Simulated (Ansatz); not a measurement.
## A low-energy model for SrNbO3 (Pm-3m): bands, U and J

How strongly is the local Coulomb interaction screened in SrNbO3 (Pm-3m)?

Method: non-magnetic LDA, then constrained RPA, plane waves, PAW, in Ansatz 0.2.0.

## Step 1: The structure

The structure is cubic, space group Pm-3m (No. 221). Conventional cell: a = 3.997 Å, b = 3.997 Å, c = 3.997 Å, α = 90.00°, β = 90.00°, γ = 90.00°. Sr has 12 O at 2.83 Å nearest. Nearest to Nb lie 6 O at 2.00 Å. O has 2 Nb at 2.00 Å and 4 Sr at 2.83 Å nearest. Farther neighbours and most contacts between anions are not listed.

Structure file:

```cif
data_structure
_symmetry_space_group_name_H-M 'P 1'
_symmetry_Int_Tables_number 1
_cell_length_a 3.9970
_cell_length_b 3.9970
_cell_length_c 3.9970
_cell_angle_alpha 90.000
_cell_angle_beta 90.000
_cell_angle_gamma 90.000
_cell_volume 63.86
loop_
_atom_site_label
_atom_site_type_symbol
_atom_site_fract_x
_atom_site_fract_y
_atom_site_fract_z
_atom_site_occupancy
Sr1 Sr 0.00000 0.00000 0.00000 1
Nb2 Nb 0.50000 0.50000 0.50000 1
O3 O 0.50000 0.50000 0.00000 1
O4 O 0.50000 0.00000 0.50000 1
O5 O 0.00000 0.50000 0.50000 1
```

 The program's search for lower electronic states was switched off, so nothing shows that the state found is the lowest. The default PAW set here is soft_2. Its files were made with PBE.

## Step 2: LDA bands and orbital weights

This step: DFT, LDA, plane waves, PAW.

Contents of input.yaml:

```yaml
crystal:
  lattice:
    - [0.0, -3.997, 0.0]
    - [0.0, 0.0, 3.997]
    - [-3.997, 0.0, 0.0]
  atoms:
    - { symbol: Sr, position: [0.0, 0.0, 0.0] }
    - { symbol: Nb, position: [0.5, 0.5, 0.5] }
    - { symbol: O, position: [0.5, 0.5, 0.0] }
    - { symbol: O, position: [0.5, 0.0, 0.5] }
    - { symbol: O, position: [0.0, 0.5, 0.5] }
kpoints:
  mp_grid: { grid: [8, 8, 8] }
  band_path:
    path:
      - [[0.0, 0.0, 0.0], [0.0, 0.5, 0.0], [0.5, 0.5, 0.0], [0.0, 0.0, 0.0], [0.5, 0.5, 0.5], [0.0, 0.5, 0.0]]
      - [[0.5, 0.5, 0.5], [0.5, 0.5, 0.0]]
    npoints: 10
hamiltonian:
  xc: lda
scf:
  occupations: { method: gaussian, width: 0.08 }
  n_extra_bands: 19
  max_iter: 150
  lower_state_search: "off"
output:
  eigenvalues: true
  fatbands: true
  write_density: true
  write_potential: true
  elf: true
  volumetric_format: npy
```

Command:

```
$ ansatz run input.yaml --threads 16 --pin off --max-ram 36864MiB --backend cpu --events-out ev --progress --plain --runs-dir out
```

Numbers of over 12 decimals in the logs are rounded to 6 here.

The log of the run:

```text
scf.n_extra_bands = 19 over 21 filled bands (N_el = 41.0): the run solves 40 bands
Engine: ansatz 0.2.0, x86_64-unknown-linux-gnu
Pseudopotentials: kind: paw
Pseudopotential: Sr, paw, valence charge 10, recommended cutoff 420 eV (normal), Sr.paw.azcp
Pseudopotential: Nb, paw, valence charge 13, recommended cutoff 420 eV (normal), Nb.paw.azcp
Pseudopotential: O, paw, valence charge 6, recommended cutoff 420 eV (normal), O.paw.azcp
Functional definition: SPW92
  exchange = slater_x
  correlation = pw_c
Crystal: 5 atoms, lattice volume = 63.856 Å³
Basis set: ecut = 420 eV, 1237 PW (Γ)
Bands: 40, of which v1, the nominal top of the filled ones, is band 21 counted from 1 (20 counted from 0)
Symmetry: 48 space group operations
Space group: Pm-3m (ITA 221), of the structure as read, at distance tolerance 4.0e-5 Å
k-points: 35 of 512
Non-local potential: Sr, projectors of the file, l = 0: 3, l = 1: 2, l = 2: 2
Non-local potential: Nb, projectors of the file, l = 0: 3, l = 1: 2, l = 2: 2, l = 3: 1
Non-local potential: O, projectors of the file, l = 0: 2, l = 1: 2, l = 2: 1
PAW form: soft (Blöchl's): semilocal exchange-correlation on the pseudo side does not see the compensation charge
PAW frozen core: Sr, regenerated for the run's functional, and the local potential with it (the file was generated under x = pbe(κ = 0.804, μ = 0.219515), c = pbe(β = 0.066725))
PAW frozen core: Nb, regenerated for the run's functional, and the local potential with it (the file was generated under x = pbe(κ = 0.804, μ = 0.219515), c = pbe(β = 0.066725))
PAW frozen core: O, regenerated for the run's functional, and the local potential with it (the file was generated under x = pbe(κ = 0.804, μ = 0.219515), c = pbe(β = 0.066725))
PAW one-centre angular grid: Sr, 110 points (default); XC on 64 Gauss nodes
PAW one-centre angular grid: Nb, 590 points (default); XC on 64 Gauss nodes
PAW one-centre angular grid: O, 110 points (default); XC on 64 Gauss nodes
Initial density: superposition of atomic densities (neutral atoms: chi_scale 0, normalization atom), corrected by the library's trained network
Initial wavefunctions: pseudopotential atomic-orbital guess
Functional: x = slater, c = lda
SCF iter   1: F=—  HF=-9560.090561 eV  |F-HF|=—  |Δ(HF+E_count)|=         —  Δρ=1.71e-2  dr2=1.65e-1  ethr=1.77e-3  ⟨swp⟩=8.1  Hψ=7491  notcnv=0  defer=229
preconditioner: auto → Kerker (q_TF=auto, 2.534 Å⁻¹)  [metal: Δε(μ)=0.073 eV  Ē_g=18.873 eV  σ=0.080 eV  W_gap=0.45  n_scr=18 (ndim 8)  ℏωp=25.9 eV  f_vac=0.000  D(μ)=1.87/eV (n_scr^D=18)]
SCF iter   2: F=—  HF=-9560.060877 eV  |F-HF|=—  |Δ(HF+E_count)|=   2.97e-2  Δρ=8.69e-3  dr2=4.91e-2  ethr=4.02e-4  ⟨swp⟩=1.5  Hψ=1755  notcnv=0  defer=341
SCF iter   3: F=—  HF=-9560.048778 eV  |F-HF|=—  |Δ(HF+E_count)|=   1.21e-2  Δρ=1.26e-3  dr2=8.26e-4  ethr=1.20e-4  ⟨swp⟩=2.0  Hψ=1465  notcnv=0  defer=341
SCF iter   4: F=—  HF=-9560.048535 eV  |F-HF|=—  |Δ(HF+E_count)|=   2.43e-4  Δρ=3.57e-4  dr2=1.62e-4  ethr=2.02e-6  ⟨swp⟩=2.1  Hψ=1550  notcnv=0  defer=341
SCF iter   5: F=—  HF=-9560.048489 eV  |F-HF|=—  |Δ(HF+E_count)|=   4.58e-5  Δρ=1.26e-4  dr2=2.44e-5  ethr=3.96e-7  ⟨swp⟩=2.0  Hψ=1262  notcnv=0  defer=341
SCF iter   6: F=—  HF=-9560.048481 eV  |F-HF|=—  |Δ(HF+E_count)|=   8.11e-6  Δρ=2.90e-5  dr2=7.57e-7  ethr=5.96e-8  ⟨swp⟩=2.3  Hψ=1445  notcnv=0  defer=345
SCF iter   7: F=-9560.048481 eV  HF=-9560.048481 eV  |F-HF|=4.66e-10  |Δ(HF+E_count)|=   2.33e-7  Δρ=4.55e-6  dr2=8.90e-9  ethr=2.44e-10  ⟨swp⟩=11.3  Hψ=7087  notcnv=0
SCF 1 converged in 7 iterations: F = -9560.048481 eV  dr2 = 8.90e-9
  greatest PAW one-centre occupation: 0.997 electrons in one spin orbital (limit 2), on the Nb atom at site 1 (counted from 0), in its partial waves of l = 0
NSCF: frozen V_eff on 62 k-points
SCF converged after 7 iterations
Free energy (F): -9560.048481 eV
Harris-Foulkes:  -9560.048481 eV  (|F-HF|=4.66e-10)
Internal energy: -9560.042852 eV  (E = F + TS)
E sigma→0 (E₀):  -9560.045667 eV
Entropy (-TS):   -0.005628 eV (-1.126 meV/atom)
Fermi energy:    13.846233 eV
--- Per-component energies (eV) ---
  E_band       = -158.155381
  E_kinetic    = 1168.700210
  E_local      = -2417.117706  (includes V_loc(G=0)·N_el)
  E_nonlocal   = 476.544915
  E_hartree    = 767.674361
  E_xc         = -566.400388
  E_vxc        = -657.912798  (∫ρ·V_xc dr)
  E_paw        = -6002.827325  (= ΣΔE_a)
  E_vpaw       = -263.726124  (= ΣTr[D̂ρ^β])
  E_aug_tail   = 0.007513  (compensation charges beyond the density's cutoff)
  E_ewald      = -2987.635027
  E_core_change = 1.010594  (= ΣΔE_core)
  E_smearing   = -0.005628  (= −TS)
  E_closure    = 0.000000  (closes the sum)
  Σ components = -9560.048481   (vs F -9560.048481, Δ=0.00e0)
--- Band table (eV; the first three rows and the last of 35) ---
  k-point 0: bands = [... 17 lower, 9.5685, 9.5685, 9.5685, 12.3843, 12.3843, 12.3843, 15.2069, 15.2069, ... 15 higher]
  k-point 1: bands = [... 17 lower, 9.0342, 9.5031, 9.5031, 12.4264, 12.8271, 12.8271, 15.4362, 15.4674, ... 15 higher]
  k-point 2: bands = [... 17 lower, 8.4040, 9.4213, 9.4213, 12.5334, 13.7941, 13.7941, 16.0185, 16.0936, ... 15 higher]
  k-point 34: bands = [... 17 lower, 9.9587, 9.9587, 9.9587, 16.4979, 16.4979, 16.4979, 16.6040, 16.6040, ... 15 higher]
```

Run time: 1.1 s. Hardware: 16 threads of Intel Xeon 6975P-C (Granite Rapids), shared host; peak memory 0.55 GiB.

Reading the cycles: dr2 is the Hartree energy of the density residual (eV), the measure of convergence; HF is the Harris–Foulkes estimate of the energy, which meets the free energy F at convergence.

Electronic bands along the path, in eV, zero at the Fermi level:

```
    point  band 17  band 18  band 19  band 20  band 21  band 22  band 23  band 24
        Γ    -5.04    -4.28    -4.28    -4.28    -1.46    -1.46    -1.46     1.36
  halfway    -5.65    -5.44    -4.42    -4.42    -1.31    -0.05    -0.05     2.17
        X    -6.12    -5.78    -4.49    -4.49    -1.15     1.32     1.32     3.04
  halfway    -5.71    -5.38    -4.81    -4.50     0.15     1.34     1.57     3.63
        M    -5.42    -5.42    -4.94    -3.97     1.37     1.37     2.22     3.30
  halfway    -5.61    -5.28    -4.70    -4.62    -0.05     0.13     0.53     2.99
        Γ    -5.04    -4.28    -4.28    -4.28    -1.46    -1.46    -1.46     1.36
  halfway    -6.40    -4.82    -4.82    -4.50     0.69     0.69     0.73     3.31
        R    -7.75    -3.89    -3.89    -3.89     2.65     2.65     2.65     2.76
  halfway    -6.48    -4.83    -4.65    -4.40     0.87     1.64     1.75     3.88
        X    -6.12    -5.78    -4.49    -4.49    -1.15     1.32     1.32     3.04
jump to R    -7.75    -3.89    -3.89    -3.89     2.65     2.65     2.65     2.76
  halfway    -6.76    -4.53    -4.53    -3.93     1.80     1.80     2.45     3.09
        M    -5.42    -5.42    -4.94    -3.97     1.37     1.37     2.22     3.30
```

Of the projections kept (Nb 4d, O 2p), the largest for each band there; the rest of the weight can lie on other orbitals:

```
point    band 17    band 18    band 19    band 20     band 21     band 22     band 23     band 24
    Γ  O 2p 0.98  O 2p 0.97  O 2p 0.97  O 2p 0.97  Nb 4d 0.96  Nb 4d 0.96  Nb 4d 0.96  Nb 4d 0.06
    X  O 2p 0.93  O 2p 0.92  O 2p 0.96  O 2p 0.96  Nb 4d 1.00  Nb 4d 0.71  Nb 4d 0.71  Nb 4d 0.74
    M  O 2p 0.95  O 2p 0.95  O 2p 0.94  O 2p 0.99  Nb 4d 0.71  Nb 4d 0.71  Nb 4d 0.50  Nb 4d 0.23
    Γ  O 2p 0.98  O 2p 0.97  O 2p 0.97  O 2p 0.97  Nb 4d 0.96  Nb 4d 0.96  Nb 4d 0.96  Nb 4d 0.06
    R  O 2p 0.63  O 2p 0.99  O 2p 0.99  O 2p 0.99  Nb 4d 0.60  Nb 4d 0.60  Nb 4d 0.60           -
    X  O 2p 0.93  O 2p 0.92  O 2p 0.96  O 2p 0.96  Nb 4d 1.00  Nb 4d 0.71  Nb 4d 0.71  Nb 4d 0.74
```

Electrostatic potential energy in the ac plane at fractional y = 0.500, with atoms of Nb and O within 0.2 Å of it. With pseudopotentials it is smooth inside the atoms' cores, unlike the true potential.

Values in eV, 14 rows by 14 columns, each cell a mean:
```
 14  14  15  15  12 -11 -30 -37 -27  -2  14  15  15  14
 15  15  15  15  13   3 -13 -18  -9   8  14  15  15  15
 15  15  15  14  12   9   4   2   5  10  13  14  15  15
 13  14  14  12   8  -1  -8 -12  -7   2   9  13  14  14
 -7   1  10   9  -1 -21 -37 -42 -33 -14   2  10   8  -2
-33 -24  -2   4 -13 -43 -62 -66 -59 -33  -7   5  -9 -27
-47 -33 -10   1 -20 -53 -67 -67 -66 -42 -12   2 -18 -37
-37 -27  -5   3 -16 -47 -64 -67 -62 -37  -8   4 -13 -30
-17  -8   7   7  -5 -29 -47 -53 -43 -21  -1   9   3 -11
 10  12  13  11   5  -5 -16 -20 -13  -1   8  12  13  12
 15  15  15  13  11   7   3   1   4   9  12  14  15  15
 15  15  15  15  13   7  -5 -10  -2  10  14  15  15  15
 14  15  15  15  12  -8 -27 -33 -24   1  14  15  15  14
 14  14  15  15  10 -17 -37 -47 -33  -7  13  15  15  14
```
Columns run along a (4.0 Å; values clipped at the 3rd and 97th percentile), rows up along c (4.0 Å). Atoms in or near the plane, at fractional coordinates: Nb at (0.50, 0.50), O at (0.50, 0.00), O at (0.00, 0.50).

Valence density in the ac plane at fractional y = 0.500, with atoms of Nb and O within 0.2 Å of it. It is the smooth field of the valence electrons, not physical close to the nuclei.

Ten even steps from '_' (0.0 e/Å³) to '@' (7.2 e/Å³), each cell a mean:
```
__________--**%%++::________
__________..--==::..________
____________......__________
____________......__________
::..______::--==--..____..::
##++..__..==******--....::++
@@##::..::++******==....==%%
%%++::....==******--....--**
--::..__..::==++==::____..--
__________....::..__________
____________....____________
__________..::::..__________
__________::++##++..________
__________--%%@@##::________
```
Columns run along a (4.0 Å), rows up along c (4.0 Å). Atoms in or near the plane, at fractional coordinates: Nb at (0.50, 0.50), O at (0.50, 0.00), O at (0.00, 0.50).

## Step 3: Constrained RPA: Nb t2g, bands v1 to c2, 4×4×4 mesh, medium accuracy

Constrained RPA screens the interaction with every transition except those inside the target bands, which a later many-body model would treat itself.

This step: constrained RPA on LDA, plane waves, PAW.

input.yaml, the sections that differ from step 2:

```yaml
kpoints:
  mp_grid: { grid: [8, 8, 8] }
output:
  crpa:
    kmesh: [4, 4, 4]
    target_bands: [v1, c2]
    projections: [{ species: Nb, l: d, shell: 4, orbitals: [dxz, dyz, dxy] }]
  local_orbitals:
    kmesh: [8, 8, 8]
    orbitals: [{ species: Nb, l: d, shell: 4, orbitals: [dxz, dyz, dxy] }]
    window: { bands: [v1, c2] }
    seedname: lo
# crystal, hamiltonian, scf: as in step 2
```

The log of the run:

```text
[...]
Crystal: 5 atoms, lattice volume = 63.856 Å³
Basis set: ecut = 420 eV, 1237 PW (Γ)
Bands: 40, of which v1, the nominal top of the filled ones, is band 21 counted from 1 (20 counted from 0)
Symmetry: 48 space group operations
[...]
k-points: 35 of 512
[...]
SCF iter   1: F=—  HF=-9560.090561 eV  |F-HF|=—  |Δ(HF+E_count)|=         —  Δρ=1.71e-2  dr2=1.65e-1  ethr=1.77e-3  ⟨swp⟩=8.1  Hψ=7491  notcnv=0  defer=229
[...]
SCF iter   7: F=-9560.048481 eV  HF=-9560.048481 eV  |F-HF|=4.67e-10  |Δ(HF+E_count)|=   2.32e-7  Δρ=4.55e-6  dr2=8.90e-9  ethr=2.44e-10  ⟨swp⟩=11.2  Hψ=7064  notcnv=0
SCF 1 converged in 7 iterations: F = -9560.048481 eV  dr2 = 8.90e-9
[...]
NSCF: frozen V_eff on 38 k-points
[...]
cRPA screening: q 1/64
cRPA screening: q 2/64
cRPA screening: q 8/64 (q-point 3)
cRPA screening: q 11/64 (q-point 6)
cRPA screening: q 23/64 (q-point 7)
cRPA screening: q 35/64 (q-point 11)
cRPA screening: q 38/64 (q-point 22)
cRPA screening: q 46/64 (q-point 23)
cRPA screening: q 58/64 (q-point 27)
cRPA screening: q 64/64 (q-point 43)
SCF converged after 7 iterations
Free energy (F): -9560.048481 eV
[...]
Internal energy: -9560.042852 eV  (E = F + TS)
E sigma→0 (E₀):  -9560.045667 eV
Entropy (-TS):   -0.005628 eV (-1.126 meV/atom)
Fermi energy:    13.846233 eV
[...]
--- Band table (eV; the first three rows and the last of 35) ---
  k-point 0: bands = [... 17 lower, 9.5685, 9.5685, 9.5685, 12.3843, 12.3843, 12.3843, 15.2069, 15.2069, ... 15 higher]
  k-point 1: bands = [... 17 lower, 9.0342, 9.5031, 9.5031, 12.4264, 12.8271, 12.8271, 15.4362, 15.4674, ... 15 higher]
  k-point 2: bands = [... 17 lower, 8.4040, 9.4213, 9.4213, 12.5334, 13.7941, 13.7941, 16.0185, 16.0936, ... 15 higher]
  k-point 34: bands = [... 17 lower, 9.9587, 9.9587, 9.9587, 16.4979, 16.4979, 16.4979, 16.6040, 16.6040, ... 15 higher]
--- cRPA (band scheme, projected local orbitals): target bands 21..23 (1-based), 3 Wannier function(s), 4×4×4 mesh, 46 bands' worth read of 51 solved, ecut_chi 136.0 eV, v(q+G=0) probe_charge, pair densities all_electron ---
  bands read: the sum over 46 bands ends inside a degenerate multiplet in 16 slots, whose members it reads at an even weight; the widest, k=0: bands 45 to 47 (counted from 1) at 2/3 each
  χ-basis size per q: N_G = 208..251
  window electrons = 1.0000, filled by tetrahedron_uncorrected; constrained ε̄⁻¹(q = 0, 0) head = 0.213203; min gauge Gram eig = 0.4970
  Kanamori averages over each shell's own Wannier functions (sites counted from 0, functions from 1):
    Site 1, 4D, 3 of 5 d orbitals (Wannier functions 1, 2, 3; wannier90's mr 2, 3, 5):
      screened: U = 2.9452 eV, U' = 2.4013 eV, J = 0.2742 eV
      screened, to within: U = 3.7e-3 eV, U' = 3.7e-3 eV, J = 4.3e-4 eV
      bare: V = 10.7288 eV, V' = 9.9329 eV, J = 0.3792 eV
  Hermiticity witness max|P − P†| over intra, direct and exchange elements: 7.99e-15 eV (screened), 1.09e-19 eV (bare)
  Reality witness max|Im| over intra, direct and exchange elements: 1.09e-19 eV (screened), 3.95e-19 eV (bare)
```

The job ended after 8.3 s (16 threads; peak memory 0.82 GiB; 90 s of CPU time).

This step gave:

```
U                                                 : 2.945 eV
U prime (inter-orbital)                           : 2.401 eV
J                                                 : 0.2742 eV
bare V                                            : 10.73 eV
bare J                                            : 0.3792 eV
stated bound on U                                 : 0.003611 eV
U over bare V                                     : 0.2745
electrons in the window                           : 1.000
head of the constrained inverse dielectric matrix : 0.2132
least eigenvalue of the projection's overlap      : 0.4970
target functions                                  : 3
bands in the sums                                 : 46
r.m.s. miss of the model bands                    : 0.01274 eV
width of the target bands                         : 4.114 eV
weight of the projected orbitals in the window    : 0.7075
```

On the Nb t2g shell, screening brings the on-site interaction from 10.7 eV down to U = 2.95 eV.

Kanamori averages over each shell's functions. Crpa shells, by row:

```
site  element  shell  orbitals  U (eV)  U' (eV)  J (eV)  bare V (eV)  bare V' (eV)  bare J (eV)  bound on U (eV)
   2       Nb     4D         3   2.945    2.401  0.2742        10.73         9.933       0.3792         0.003611
```

Density-density elements U_iijj, eV. U matrix, by row:

```
orbital  Nb2 dxz  Nb2 dyz  Nb2 dxy
Nb2 dxz    2.945    2.401    2.401
Nb2 dyz    2.401    2.945    2.401
Nb2 dxy    2.401    2.401    2.945
```

Exchange elements U_ijji, eV. J matrix, by row:

```
orbital  Nb2 dxz  Nb2 dyz  Nb2 dxy
Nb2 dxz        -    0.274    0.274
Nb2 dyz    0.274        -    0.274
Nb2 dxy    0.274    0.274        -
```

Projected local orbitals of the target window. The electronic bands at the labelled points (eV, zero at the Fermi level; # counts the bands kept):

```
    point     #1     #2     #3
        Γ  -1.46  -1.46  -1.46
  halfway  -1.31  -0.05  -0.05
        X  -1.15   1.32   1.32
  halfway   0.15   1.34   1.57
        M   1.37   1.37   2.22
  halfway  -0.05   0.13   0.53
        Γ  -1.46  -1.46  -1.46
  halfway   0.69   0.69   0.73
        R   2.65   2.65   2.65
  halfway   0.87   1.64   1.75
        X  -1.15   1.32   1.32
jump to R   2.65   2.65   2.65
  halfway   1.80   1.80   2.45
        M   1.37   1.37   2.22
```

The same for Kohn-Sham, solved directly:

```
point     #1     #2     #3
    Γ  -1.46  -1.46  -1.46
    X  -1.15   1.32   1.32
    M   1.37   1.37   2.22
    Γ  -1.46  -1.46  -1.46
    R   2.65   2.65   2.65
    X  -1.15   1.32   1.32
    R   2.65   2.65   2.65
    M   1.37   1.37   2.22
```

The first set of electronic bands as a text plot (rows in eV):

```
    2.6 |                                    ****         ***
    2.4 |                                    *   *           **
    2.2 |              *                    *    **            **
    2.1 |             * *                   *    ***       *
    1.9 |            *   *                         *        **
    1.7 |           *                      *      * *
    1.5 |                 *                          *        *
    1.4 |       *********                          *  ****     **
    1.2 |      *      *  *               **
    1.0 |                * **
    0.9 |            *    *                         *
    0.7 |     *                         *
    0.5 |           *      ***
    0.3 |    *             **                        *
    0.2 |                    *         *
    0.0 |   *                **
   -0.2 |          *                                  *
   -0.3 |                     *      **
   -0.5 |         *           **     **
   -0.7 |                      *                       *
   -0.9 |  *                   **   *
   -1.0 |        *              *   *                   *
   -1.2 | *  ****               *                        *
   -1.4 |****                    ***
         Γ      X      M          Γ            R        X|R     M
```

Onsite levels, by row:

```
orbital  level less Fermi level (eV)
Nb2 dxz                       0.8418
Nb2 dyz                       0.8418
Nb2 dxy                       0.8418
```

Largest distinct elements between sites. Hoppings, by row:

```
   from       to     cell  distance (Å)   t (eV)
Nb2 dxz  Nb2 dxz   0 0 -1         3.997  -0.4329
Nb2 dyz  Nb2 dyz   1 -1 0         5.653  -0.0994
Nb2 dxz  Nb2 dxz   -1 0 0         3.997  -0.0592
Nb2 dxy  Nb2 dxy    2 0 0         7.994   0.0321
Nb2 dxy  Nb2 dxy    2 0 1         8.938  -0.0131
Nb2 dxz  Nb2 dxz   -1 1 1         6.923  -0.0072
Nb2 dxz  Nb2 dyz  -1 0 -1         5.653   0.0069
Nb2 dxy  Nb2 dxy    3 0 0         11.99  -0.0057
Nb2 dxy  Nb2 dxz  -1 1 -2         9.791   0.0055
Nb2 dyz  Nb2 dyz   2 -2 0          11.3  -0.0048
Nb2 dxy  Nb2 dxy    0 1 2         8.938   0.0048
Nb2 dxz  Nb2 dyz  1 -1 -1         6.923  -0.0028
```

[end of part 1 of 2]

[Paths, hosts, dates, memory and timing lines, banners, echoed tables and standing remarks are left out of the program output.]

[Logs are printed without paths, hosts, clocks, repeated set-up lines and the standing remarks that a program may print on its own settings, such as how far it seeks lower states.]

[Runs of the session that timed out or met a known fault of the program may be left out.]

[Hosts, paths, dates, database ids (printed as entryN), source tags and the programs' standing remarks are cut or masked in the printed files.]
